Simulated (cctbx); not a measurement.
# Cs3RbNaV2SnP: precision against data quality

Space group Cmce (no. 64), a = 21.2070 Å, b = 7.1020 Å, c = 17.1030 Å, α = 90.00°, β = 90.00°, γ = 90.00°.

| atom | mult. | x | y | z | Ueq (Å²) |
| --- | --- | --- | --- | --- | --- |
| Cs1 | 16 | 0.1687 | 0.2241 | 0.1735 | 0.0067 |
| Cs2 | 8 | 1/2 | 0.2621 | 0.1751 | 0.0090 |
| Sn1 | 8 | 0.4143 | 0 | 0 | 0.0084 |
| Rb1 | 8 | 0.2445 | 0 | 0 | 0.0081 |
| V1 | 16 | 0.1573 | 0.2822 | 0.9065 | 0.0074 |
| P1 | 8 | 1/2 | 0.1973 | 0.9186 | 0.0100 |
| Na1 | 8 | 0.0813 | 0 | 0 | 0.0126 |

The model was made for the exercise: a known structure type with other elements put in, its volume estimated, not relaxed; displacement parameters are assumed.

Five simulated data sets (cctbx; Ag Kα, λ = 0.56087 Å; 3 % proportional error) differ in resolution or exposure (noise floor 2 counts in the first three, 8 in the last two). Each is refined with the right model, isotropic at 1.1 Å and anisotropic otherwise. How do the figures of merit and the uncertainties move?

```
d min (Å)  top counts  ⟨I/σ⟩ (unmerged, absences included)  unique  param. (scale apart)   Rint      R1  GooF  largest s.u. xyz (fractional)  s.u. U of Na1 (Å²)  largest error (Å)
      1.1       70000                                  6.7     530                    20  0.024  0.0197  2.14                        0.00038              0.0011             0.0023
     0.84       70000                                  6.4    1179                    45  0.026  0.0101  0.91                        0.00010              0.0006             0.0025
      0.6       70000                                  5.7    3188                    45  0.029  0.0115  0.94                        0.00006              0.0003             0.0011
     0.75         300                                  0.2    1646                    45  0.653  0.1321  0.93                        0.00778              0.0318             0.0742
     0.75        3000                                  1.2    1646                    45  0.156  0.0463  0.93                        0.00099              0.0042             0.0093
```

GooF reaches 2.14 where the model lacks something that the data hold (anisotropy at the isotropic level, for one). The s.u. of U for Na1 goes 0.0011, 0.0006, 0.0003 Å² with resolution and 0.0318, 0.0042 Å² with exposure.

The 1.1 Å row also differs in its displacement model, so it isn't a clean test of resolution.

Hardware for the 0.6 Å refinement: 0.62 s on 1 thread of Arm Neoverse V2 (shared host), peak memory 0.11 GiB.

[Logs are printed without paths, hosts, clocks, repeated set-up lines and the standing remarks that a program may print on its own settings, such as how far it seeks lower states.]
